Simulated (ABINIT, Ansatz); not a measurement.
# Converging GW for Ge2Sb2Te5 (P-3m1) in ABINIT, part 2 of 2

What does each rung of G0W0 on Ge2Sb2Te5 (P-3m1) cost, and what does it buy?

ABINIT 10.8.3; PBE and many-body steps on it, plane waves. Known limits of the many-body steps: not at the basis limit; model gap, bands may invert with spin-orbit coupling; screening runs away on this mesh; no spin-orbit coupling; coarse k mesh.

So far. Step 3 (Screening, 3×3×1 mesh, 129 bands, screening to 59.9 eV): Local fields lower ε∞ by 10 %. The value itself is an artefact of the mesh, where one narrow direct gap carries too much weight. Step 4 (129 bands, 59.9 eV): The gap on the mesh goes from 0.28 eV to 0.32 eV, a correction of +0.05 eV.

### 6. 186 bands, 114.3 eV

This step: G0W0 on PBE, plane waves, norm-conserving pseudopotentials.

File run.abi:

```
acell 3*1.0 Angstrom
rprim 
  4.294064424821 -0.000000000005 0.000000000000
  -2.147032212406 3.718768877384 0.000000000000
  0.000000000000 0.000000000000 17.101346000000
ntypat 3
znucl 32 51 52
natom 9
typat 1 1 2 2 3 3 3 3 3
xred 
  0.333333333333 0.666666666667 0.897105000000
  0.666666666667 0.333333333333 0.102895000000
  0.000000000000 0.000000000000 0.679932000000
  0.000000000000 0.000000000000 0.320068000000
  0.000000000000 0.000000000000 0.000000000000
  0.666666666667 0.333333333333 0.798458000000
  0.333333333333 0.666666666667 0.201542000000
  0.333333333333 0.666666666667 0.580108000000
  0.666666666667 0.333333333333 0.419892000000
pp_dirpath "pseudos"
pseudos "Ge.upf, Sb.upf, Te.upf"
ecut 56
ngkpt 3 3 1
nshiftk 1
shiftk 0 0 0
kptopt 1
chksymbreak 0
istwfk *1
occopt 1
irdwfk 1
optdriver 4
nband 186
gwcalctyp 0
ecutsigx 56
symsigma 1
nkptgw 1
kptgw 
  0.0000000000 0.0000000000 0.0000000000
bdgw 
  104 107
ecuteps 4.2
irdscr 1
ppmodel 1
indata_prefix "in"
outdata_prefix "out"
tmpdata_prefix "tmp"
```

Run with:

```
OMP_NUM_THREADS=1 mpirun -n 4 abinit run.abi > log
```

Numbers of over 12 decimals in the logs are rounded to 6 here.

Log:

```text
.Version 10.8.3 of ABINIT. v10.8.2 released Aug 2026.

 Symmetries : space group P-3 m 1 (#164); Bravais hP (primitive hexag.)
[... echo of the input left out ...]
== DATASET  1 ==================================================================
-   mpi_nproc: 4, omp_nthreads: 1 (-1 if OMP is not activated)

--- !DatasetInfo
iteration_state: {dtset: 1, }
dimensions: {natom: 9, nkpt: 3, mband: 186, nsppol: 1, nspinor: 1, nspden: 1, mpw: 37003, }
cutoff_energies: {ecut:  56.0, pawecutdg:  -1.0, }
electrons: {nelect:   2.10000000E+02, charge:   0.00000000E+00, occopt:   1.00000000E+00, tsmear:   1.00000000E-02, }

 SIGMA: Calculation of the GW corrections

 Based on a program developped by R.W. Godby, V. Olevano, G. Onida, and L. Reining.
 Incorporated in ABINIT by V. Olevano, G.-M. Rignanese, and M. Torrent.
.Using double precision arithmetic ; gwpc =  8

[... cell and pseudopotentials left out ...]
--------------------------------------------------------------------------------

 ==== K-mesh for the wavefunctions ====
 Number of points in the irreducible wedge :     3
[... list of points left out ...]
 Together with 12 symmetry operations and time-reversal symmetry
 yields     9 points in the full Brillouin Zone.

 ==== Q-mesh for screening function ====
 Number of points in the irreducible wedge :     3
[... list of points left out ...]
 Together with 12 symmetry operations and time-reversal symmetry
 yields     9 points in the full Brillouin Zone.

 vcoul_init : cutoff-mode = AUXILIARY_FUNCTION
 q-points for optical limit:   1
     1)      0.000010    0.000020    0.000030
 setmesh: FFT mesh size selected  =    48x   48x  225
          total number of points  =       518400

 Number of electrons calculated from density =  210.0000; Expected =  210.0000
[...]
number of k-points in IBZ                           3
 number of q-points in IBZ                           3
 number of symmetry operations                      12
 number of k-points in BZ                            9
 number of q-points in BZ                            9
 number of frequencies for dSigma/dE                 9
 frequency step for dSigma/dE [eV]                0.25
 number of omega for Sigma on real axis              0
 max omega for Sigma on real axis  [eV]           0.00
 zcut for avoiding poles [eV]                     0.10

 EPSILON^-1 parameters (SCR file):
 dimension of the eps^-1 matrix on file            761
 dimension of the eps^-1 matrix used               761
 number of plane-waves for wavefunctions         37003
 number of bands                                   186
 number of q-points in IBZ                           3
 number of frequencies                               2
 number of real frequencies                          1
 number of imag frequencies                          1

 matrix elements of self-energy operator (all in [eV])

 Perturbative Calculation

--- !SelfEnergy_ee
iteration_state: {dtset: 1, }
kpoint     : [   0.000,    0.000,    0.000, ]
spin       : 1
KS_gap     :    0.275
QP_gap     :    0.258
Delta_QP_KS:   -0.017
data: !SigmaeeData |
     Band     E0 <VxcDFT>   SigX SigC(E0)      Z dSigC/dE  Sig(E)    E-E0       E
      104   6.395 -12.915 -13.829   1.570   0.780  -0.281 -12.403   0.512   6.907
      105   7.239 -13.099 -13.759   1.409   0.783  -0.277 -12.513   0.587   7.826
      106   7.515 -11.704  -8.550  -2.428   0.783  -0.277 -11.135   0.569   8.084
      107   7.515 -11.704  -8.550  -2.428   0.783  -0.277 -11.135   0.569   8.084

== END DATASET(S) ==============================================================
================================================================================

 -outvars: echo values of variables after computation  --------
           etotal      0.0000000000E+00
            nband         186
             nkpt           3
          spgroup         164
 [... the other variables as echoed above ...]

 Calculation completed.
```

Elapsed: 28 s, on 4 MPI ranks of Arm Neoverse V2, shared host; peak memory 5.3 GiB.

This step gave:

```
G0W0 gap on the points computed              : 0.258 eV
starting gap on the mesh                     : 0.2751 eV
k of the valence top                         : 0, 0, 0
k of the conduction bottom                   : 0, 0, 0
Z at the valence top                         : 0.783
Z at the conduction bottom                   : 0.783
least direct G0W0 gap on the computed points : 0.258 eV
```

Against G0W0 in ABINIT (3×3×1 mesh, 129 bands, screening to 59.9 eV, Godby-Needs plasmon pole), the gap moves by −0.064 eV.

### 7. Screening, 3×3×1 mesh, 303 bands, screening to 174.2 eV

This step: RPA screening on PBE, plane waves, norm-conserving pseudopotentials.

Changes to run.abi since step 6:

```diff
@@ -30,15 +30,8 @@
 irdwfk 1
-optdriver 4
-nband 186
-gwcalctyp 0
-ecutsigx 56
-symsigma 1
-nkptgw 1
-kptgw 
-  0.0000000000 0.0000000000 0.0000000000
-bdgw 
-  104 107
-ecuteps 4.2
-irdscr 1
-ppmodel 1
+optdriver 3
+nband 303
+ecuteps 6.4
+inclvkb 2
+awtr 1
+symchi 1
 indata_prefix "in"
```

Log:

```text
.Version 10.8.3 of ABINIT. v10.8.2 released Aug 2026.

 Symmetries : space group P-3 m 1 (#164); Bravais hP (primitive hexag.)
[... echo of the input left out ...]
== DATASET  1 ==================================================================
-   mpi_nproc: 4, omp_nthreads: 1 (-1 if OMP is not activated)

--- !DatasetInfo
iteration_state: {dtset: 1, }
dimensions: {natom: 9, nkpt: 3, mband: 303, nsppol: 1, nspinor: 1, nspden: 1, mpw: 37003, }
cutoff_energies: {ecut:  56.0, pawecutdg:  -1.0, }
[...]
--------------------------------------------------------------------------------
[... chi0 elements left out ...]
 For q-point:  0.000010 0.000020 0.000030
  dielectric constant = 571.8095
  dielectric constant without local fields = 624.6648

  Average fulfillment of the sum rule on Im[epsilon] for q-point    1 :     45.37  [%]
[... wings left out ...]
  q-point number  2        q = ( 0.333333, 0.000000, 0.000000) [r.l.u.]
--------------------------------------------------------------------------------
[... chi0 elements left out ...]
  Average fulfillment of the sum rule on Im[epsilon] for q-point    2 :     42.47  [%]

 [... 1 further q-points ...]
```

It took 23 min on 4 MPI ranks; peak memory 8.6 GiB.

Numbers from this step:

```yaml
eps_infinity_with_local_fields_on_this_mesh_along_the_program_s_q_direction: 571.8
the_same_without_local_fields: 624.7
plasma_frequency: 32.56 eV
plane_waves_in_the_screening_matrix: 1405
```

### 8. 303 bands, 174.2 eV

This step: G0W0 on PBE, plane waves, norm-conserving pseudopotentials.

Changes to run.abi since step 7:

```diff
@@ -30,8 +30,15 @@
 irdwfk 1
-optdriver 3
+optdriver 4
 nband 303
+gwcalctyp 0
+ecutsigx 56
+symsigma 1
+nkptgw 1
+kptgw 
+  0.0000000000 0.0000000000 0.0000000000
+bdgw 
+  104 107
 ecuteps 6.4
-inclvkb 2
-awtr 1
-symchi 1
+irdscr 1
+ppmodel 1
 indata_prefix "in"
```

Log:

```text
.Version 10.8.3 of ABINIT. v10.8.2 released Aug 2026.

 Symmetries : space group P-3 m 1 (#164); Bravais hP (primitive hexag.)
[... echo of the input left out ...]
== DATASET  1 ==================================================================
-   mpi_nproc: 4, omp_nthreads: 1 (-1 if OMP is not activated)

--- !DatasetInfo
iteration_state: {dtset: 1, }
dimensions: {natom: 9, nkpt: 3, mband: 303, nsppol: 1, nspinor: 1, nspden: 1, mpw: 37003, }
cutoff_energies: {ecut:  56.0, pawecutdg:  -1.0, }
[...]
105   7.239 -13.099 -13.759   0.832   0.785  -0.274 -12.964   0.135   7.375
      106   7.515 -11.704  -8.550  -2.967   0.785  -0.274 -11.557   0.147   7.662
      107   7.515 -11.704  -8.550  -2.967   0.785  -0.274 -11.557   0.147   7.662

== END DATASET(S) ==============================================================
================================================================================

 -outvars: echo values of variables after computation  --------
           etotal      0.0000000000E+00
            nband         303
             nkpt           3
          spgroup         164
 [... the other variables as echoed above ...]

 Calculation completed.
```

Run time: 84 s. Hardware: 4 MPI ranks; peak memory 5.2 GiB; 5.6 min of CPU time.

Numbers from this step:

- G0W0 gap on the points computed: 0.2870 eV
- starting gap on the mesh: 0.2751 eV
- k of the valence top: 0, 0, 0
- k of the conduction bottom: 0, 0, 0
- least direct G0W0 gap on the computed points: 0.2870 eV

Against G0W0 in ABINIT (3×3×1 mesh, 186 bands, screening to 114.3 eV, Godby-Needs plasmon pole), the gap moves by +0.029 eV.

### 9. The runs together

Times are wall times on 4 MPI ranks of Arm Neoverse V2, shared host, good to a factor of about two. A run's time includes the screening step that it read.

| run | mesh | bands | screening cutoff (eV) | DFT gap (eV) | gap on the mesh (eV) | direct (eV) | ε∞ used | time |
| --- | --- | --- | --- | --- | --- | --- | --- | --- |
| 129 bands, 59.9 eV | 3×3×1 | 129 | 59.9 | 0.275 | 0.322 | 0.322 | 564.30 | 2.6 min |
| 186 bands, 114.3 eV | 3×3×1 | 186 | 114.3 | 0.275 | 0.258 | 0.258 | 567.96 | 8.3 min |
| 303 bands, 174.2 eV | 3×3×1 | 303 | 174.2 | 0.275 | 0.287 | 0.287 | 571.81 | 25 min |

### 10. What came out

```
129 bands, 59.9 eV  : 0.322 eV
186 bands, 114.3 eV : 0.258 eV
303 bands, 174.2 eV : 0.287 eV
known limits        : not at the basis limit; model gap, bands may invert with spin-orbit coupling; screening runs away on this mesh; no spin-orbit coupling; coarse k mesh
```

In words: From the first rung to the last the gap moves by −0.04 eV for 9.6 times the time. The gap turns back along the series, so no limit is drawn from it. In the G0W0 runs levels were corrected at 1 k point alone, so a gap called «on the mesh» is the least over those, and an edge elsewhere would be missed. The 3×3×1 mesh is coarse for this cell, which bears on the long-range parts of exchange and screening. With atoms this heavy and so narrow a gap, spin-orbit coupling can invert the bands. These scalar-relativistic gaps are then model values, not to be set against experiment, and a spin-orbit change taken from DFT can't simply be added. On this mesh the RPA ε∞ passes 90, more than nearly any semiconductor shows; a coarse mesh does this where one point with a narrow direct gap carries much weight. The screening is then too strong, and the G0W0 gap should not be taken as the material's.

[Paths, hosts, dates, memory and timing lines, banners, echoed tables and standing remarks are left out of the program output.]

[Logs are printed without paths, hosts, clocks, repeated set-up lines and the standing remarks that a program may print on its own settings, such as how far it seeks lower states.]

[Runs of the session that timed out or met a known fault of the program may be left out.]

[Hosts, paths, dates, database ids (printed as entryN), source tags and the programs' standing remarks are cut or masked in the printed files.]

[G0W0 gaps are taken among the corrected bands and points alone; a level outside them can change the order at an edge.]

[Where Ansatz stands beside ABINIT at settings called matched, ABINIT's density can come from a denser mesh and the files from another edition; pairs whose starting gaps differed by over 0.03 eV were left out, so agreement reads better than it is.]
